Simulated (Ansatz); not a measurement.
# Na3WO4Cl (P4/nmm): the gap up the ladder of methods, part 3 of 3

What gap does each level of theory give for Na3WO4Cl (P4/nmm), and in what time?

Ansatz 0.2.0; density functionals, hybrids and G0W0, plane waves, PAW. Known limits of the many-body steps: finite bands, screening cutoff and k mesh; no spin-orbit coupling in G0W0; screening cutoff under 40 eV in some runs.

So far. Step 10 (G0W0@PBE, 2×2×4 mesh, 1019 empty bands, screening to …): Over all 9 irreducible mesh points the G0W0 gap is 6.834 eV, from k = (-0.500, -0.500, -0.500) to k = Γ. The PBE gap of this run on the mesh is 4.665 eV. The two states that bound the G0W0 gap lie that far apart at the start, so the correction of the gap is 6.834 − 4.665 = +2.169 eV.

In doubt: masses and optical values from hybrid runs of this build are listed as unsure (step 11), which bears on the screening that GW takes from such a start.

## Step 12: G0W0@r2SCAN, 2×2×4 mesh, 1019 empty bands, screening to 130 eV, PAW set soft_1 files

This step: G0W0 on r2SCAN, plane waves, PAW; PAW set soft_1.

input.yaml reads:

```yaml
crystal:
  lattice:
    - [7.5181, 0.0, 0.0]
    - [0.0, 7.5181, 0.0]
    - [0.0, 0.0, 5.36]
  atoms:
    - { symbol: Na, position: [0.5, 0.0, 0.3583961323] }
    - { symbol: Na, position: [0.0, 0.5, 0.6416038677] }
    - { symbol: Na, position: [0.75, 0.25, 0.0] }
    - { symbol: Na, position: [0.25, 0.25, 0.0] }
    - { symbol: Na, position: [0.25, 0.75, 0.0] }
    - { symbol: Na, position: [0.75, 0.75, 0.0] }
    - { symbol: W, position: [0.0, 0.0, 0.5] }
    - { symbol: W, position: [0.5, 0.5, 0.5] }
    - { symbol: Cl, position: [0.5, 0.0, 0.842004016] }
    - { symbol: Cl, position: [0.0, 0.5, 0.157995984] }
    - { symbol: O, position: [0.8093847799, 0.0, 0.2988767308] }
    - { symbol: O, position: [0.5, 0.3093847799, 0.2988767308] }
    - { symbol: O, position: [0.1906152201, 0.0, 0.2988767308] }
    - { symbol: O, position: [0.5, 0.6906152201, 0.2988767308] }
    - { symbol: O, position: [0.3093847799, 0.5, 0.7011232692] }
    - { symbol: O, position: [0.0, 0.1906152201, 0.7011232692] }
    - { symbol: O, position: [0.6906152201, 0.5, 0.7011232692] }
    - { symbol: O, position: [0.0, 0.8093847799, 0.7011232692] }
kpoints:
  mp_grid: { grid: [2, 2, 4] }
hamiltonian:
  xc: r2scan
  pseudopotentials: { kind: paw, azcp: { folder: soft_1 } }
scf:
  occupations: { method: fixed }
gw:
  n_empty_bands: 1019
  ecut_chi: 130.0
  qp_bands: [v4, c4]
  qp_kpoints: band_edges
  screening: { model: contour_deformation }
```

On the command line:

```sh
> ansatz run input.yaml --threads 2 --pin off --max-ram 92160MiB --backend cuda --events-out ev --progress --plain --runs-dir out --devices 1 --max-vram 13GiB
```

Numbers of over 12 decimals in the logs are rounded to 6 here.

The program printed:

```text
GPUs: using 1 of 1 available (devices: 1).
[...]
GPU FFT provider: cuFFT
GPU libraries: cuBLAS 13.8.2, cuFFT 12.4.0, cuSOLVER 12.3.4
Crystal: 18 atoms, lattice volume = 302.957 Å³
Basis set: ecut = 500 eV, 7755 PW (Γ), exchange–correlation on 240×240×160 points (64 copies of the dense FFT grid, shifted against one another)
Bands: 90, of which v1, the nominal top of the filled ones, is band 72 counted from 1 (71 counted from 0)
[...]
0    76      8.0131   -16.6611    -3.6604   -22.2754  0.8070    10.0027     9.9670  root
[...]
8    73      7.8299   -16.0723    -3.6885   -21.6421  0.8121     9.7430     9.7110  root
     8    74      7.8299   -16.0723    -3.6885   -21.6421  0.8121     9.7430     9.7110  root
     8    75      8.1214   -16.5968    -3.6338   -22.1811  0.8090    10.1066    10.0719  root
     8    76      8.1214   -16.5968    -3.6338   -22.1811  0.8090    10.1066    10.0719  root
[key lines of the parts left out:]
SCF converged after 10 iterations
Free energy (F): -36464.196696 eV
Fermi energy:    2.025222 eV
```

It took 62 s on 1 × NVIDIA H100 80GB HBM3 (shared by 6 runs) with 2 threads of AMD EPYC 7R13 (Zen 3), shared host; peak memory 3.9 GiB; 82 s of CPU time.

Numbers from this step:

| Property | Result |
| --- | --- |
| bands summed | 1091 |
| RPA ε∞ on this mesh (eigenvalues) | 2.342, 2.342, 2.347 |
| plane waves in the screening matrix | 1001 |
| G0W0 gap over the corrected points | 7.215 eV |
| k of the valence top | -0.5, -0.5, -0.5 |
| k of the conduction bottom | 0, 0, 0 |
| starting gap on the mesh | 5.212 eV |
| Z at the valence top | 0.7713 |
| Z at the conduction bottom | 0.8539 |
| least direct G0W0 gap over the corrected points | 7.228 eV |

Over all 9 irreducible mesh points the G0W0 gap is 7.215 eV, from k = (-0.500, -0.500, -0.500) to k = Γ. The r2SCAN gap of this run on the mesh is 5.212 eV. The two states that bound the G0W0 gap lie that far apart at the start, so the correction of the gap is 7.215 − 5.212 = +2.003 eV. G0W0@r2SCAN against G0W0@HSE06 with 1091 bands: 7.215 − 7.527 = −0.312 eV. The runs also differ in plane-wave cutoff (420 eV and 500 eV), so how much of this comes from the start alone is not known.

## Step 13: All levels together

Each gap is the least one over the points named; times are wall times on shared hosts, not benchmarks. A G0W0 time includes the run's own self-consistent start. Runs with listed points see these and the mesh alone, so an edge that moves elsewhere is missed. Rows marked * are further runs, not shown as steps, whose inputs differ from the G0W0 step on the same start in the columns given; solver thresholds can differ too. Symmetry makes (0.500, 0.500, 0.500) and (-0.500, -0.500, -0.500) one point.

| level | mesh | files, cutoff | bands summed, screening | points | gap (eV) | valence top | conduction bottom | least direct gap (eV) | time |
| --- | --- | --- | --- | --- | --- | --- | --- | --- | --- |
| LDA | 4×4×4 | soft_1 PAW, 420 eV | - | mesh and listed points | 4.423 | (0.000, 0.000, 0.500) | Γ | 4.443 | 13 s |
| PBEsol | 4×4×4 | soft_1 PAW, 420 eV | - | mesh and listed points | 4.563 | (0.500, 0.500, 0.500) | Γ | 4.582 | 18 s |
| PBE | 4×4×4 | soft_1 PAW, 420 eV | - | mesh and path | 4.665 | (0.500, 0.500, 0.500) | Γ | 4.685 | 33 s |
| PBE+SOC | 4×4×4 | soft_1 PAW, 420 eV | - | mesh and listed points | 4.659 | (0.000, 0.000, 0.500) | Γ | 4.684 | 23 s |
| r2SCAN | 4×4×4 | soft_1 PAW, 500 eV | - | mesh and listed points | 5.212 | (0.500, 0.500, 0.500) | Γ | 5.230 | 21 s |
| HSE06 | 2×2×4 | soft_1 PAW, 420 eV | - | mesh and listed points | 6.189 | (0.000, 0.500, 0.500) | Γ | 6.205 | 56 s |
| PBE0 | 2×2×4 | soft_1 PAW, 420 eV | - | mesh and listed points | 6.942 | (0.000, 0.500, 0.500) | Γ | 6.958 | 45 s |
| DDH-PBE0 | 2×2×4 | soft_1 PAW, 420 eV | - | mesh and listed points | 8.175 | (0.000, 0.500, 0.500) | Γ | 8.204 | 67 s |
| G0W0@PBE* | 2×2×4 | soft_1 PAW, 420 eV | 239, 39 eV | all 9 irreducible mesh points | 6.848 | (-0.500, -0.500, -0.500) | Γ | 6.852 | 40 s |
| G0W0@PBE* | 2×2×4 | soft_1 PAW, 420 eV | 545, 78 eV | all 9 irreducible mesh points | 6.729 | (-0.500, -0.500, -0.500) | Γ | 6.742 | 92 s |
| G0W0@PBE | 2×2×4 | soft_1 PAW, 420 eV | 1091, 130 eV | all 9 irreducible mesh points | 6.834 | (-0.500, -0.500, -0.500) | Γ | 6.847 | 4.6 min |
| G0W0@PBE* | 2×2×2 | soft_1 PAW, 420 eV | 545, 78 eV | all 6 irreducible mesh points | 6.738 | (-0.500, -0.500, -0.500) | Γ | 6.749 | 48 s |
| G0W0@HSE06 | 2×2×4 | soft_1 PAW, 420 eV | 1091, 130 eV | all 9 irreducible mesh points | 7.527 | (-0.500, -0.500, -0.500) | Γ | 7.535 | 6.1 min |
| G0W0@r2SCAN | 2×2×4 | soft_1 PAW, 500 eV | 1091, 130 eV | all 9 irreducible mesh points | 7.215 | (-0.500, -0.500, -0.500) | Γ | 7.228 | 62 s |

## Step 14: What came out

- LDA, over mesh and listed points: 4.423 eV
- PBEsol, over mesh and listed points: 4.563 eV
- PBE, over mesh and path: 4.665 eV
- PBE+SOC, over mesh and listed points: 4.659 eV
- r2SCAN, over mesh and listed points: 5.212 eV
- HSE06, over mesh and listed points: 6.189 eV
- PBE0, over mesh and listed points: 6.942 eV
- DDH-PBE0, over mesh and listed points: 8.175 eV
- G0W0@PBE (1091 bands, 2×2×4), over all 9 irreducible mesh points: 6.834 eV
- G0W0@HSE06, over all 9 irreducible mesh points: 7.527 eV
- G0W0@r2SCAN, over all 9 irreducible mesh points: 7.215 eV
- known limits: finite bands, screening cutoff and k mesh; no spin-orbit coupling in G0W0; screening cutoff under 40 eV in some runs

The rows run from 4.423 eV (LDA) to 8.175 eV (DDH-PBE0). They differ in mesh, plane-wave cutoff, bands and screening cutoff of G0W0 and the points over which the gap was sought as well as in level, so only pairs that share these are like for like. PBE against PBEsol: 4.665 − 4.563 = +0.102 eV, with the same mesh, files and cutoff, and both edges at the same k points. PBE0 against HSE06: 6.942 − 6.189 = +0.753 eV, with the same mesh, files and cutoff, and both edges at the same k points. DDH-PBE0 against PBE0: 8.175 − 6.942 = +1.233 eV, with the same mesh, files and cutoff, and both edges at the same k points. G0W0@HSE06 against G0W0@PBE with 1091 bands: 7.527 − 6.834 = +0.693 eV, with the same mesh, files and cutoffs, and both edges at the same k points. The dielectric-dependent hybrid took 0.383 of exact exchange, against 0.25 in PBE0. G0W0@PBE (1091 bands, 2×2×4) moves the gap of its own start on the mesh by 6.834 − 4.665 = +2.169 eV, between the same two levels. Both edges that PBE shows over mesh and path lie at k points where levels were corrected. Levels at other points were not corrected, so a lower G0W0 gap elsewhere in the zone is not ruled out. G0W0@HSE06 moves the gap of its own start on the mesh by 7.527 − 6.189 = +1.338 eV, with other states at the edges (they lie 6.202 eV apart at the start). Both edges that HSE06 shows over mesh and listed points lie at k points where levels were corrected. G0W0 has the valence top at another k point than that. Levels at other points were not corrected, so a lower G0W0 gap elsewhere in the zone is not ruled out. G0W0@r2SCAN moves the gap of its own start on the mesh by 7.215 − 5.212 = +2.003 eV, between the same two levels. Both edges that r2SCAN shows over mesh and listed points lie at k points where levels were corrected. Levels at other points were not corrected, so a lower G0W0 gap elsewhere in the zone is not ruled out. What spin-orbit coupling does to the G0W0 levels was not computed, so no sum with the G0W0 gap is formed. For G0W0@PBE: from 239 bands and 39 eV to 1091 bands and 130 eV the gap moves by 6.834 − 6.848 = −0.014 eV (rung by rung 6.848, 6.729, 6.834 eV); bands and screening cutoff rise together, so their parts are not told apart. The gap turns back along the series (6.848, 6.729, 6.834 eV), so no line is drawn and the limit is not known. The other G0W0 rows are shown at one basis each (1091 bands), so their distance from the limit is not known here. With the 2×2×2 mesh in place of the 2×2×4 mesh and all else as in the G0W0@PBE row with 545 bands, the gap differs by 6.738 − 6.729 = +0.009 eV, and that of the start by 4.665 − 4.665 = +0.000 eV. The G0W0 runs are scalar-relativistic. G0W0@PBE runs of this series with other atomic data on the same mesh, not shown as steps, give 6.919 eV (hard PAW, 930 eV, 1597 bands, screening to 169 eV); where bands and cutoffs differ too, the part of the files is not isolated. A screening cutoff under 40 eV is crude: G0W0@PBE with 239 bands at 39 eV.

[Paths, hosts, dates, memory and timing lines, banners, echoed tables and standing remarks are left out of the program output.]

[Logs are printed without paths, hosts, clocks, repeated set-up lines and the standing remarks that a program may print on its own settings, such as how far it seeks lower states.]

[Runs of the session that timed out or met a known fault of the program may be left out.]

[Cells called generated may have been cut or substituted from an entry of the Crystallography Open Database or the Materials Project.]

[Hosts, paths, dates, database ids (printed as entryN), source tags and the programs' standing remarks are cut or masked in the printed files.]

[Where an RPA ε∞ is given, it is that of the G0W0 mesh and is not shown converged in it. Names of k-points follow the symmetry that the program found, which can be lower than the space group named. Band edges on a path are those of the sampled points; other points can move an edge, and change direct to indirect where valleys lie close.]

[Hybrid gaps are those of their k-mesh and are not shown converged in it.]
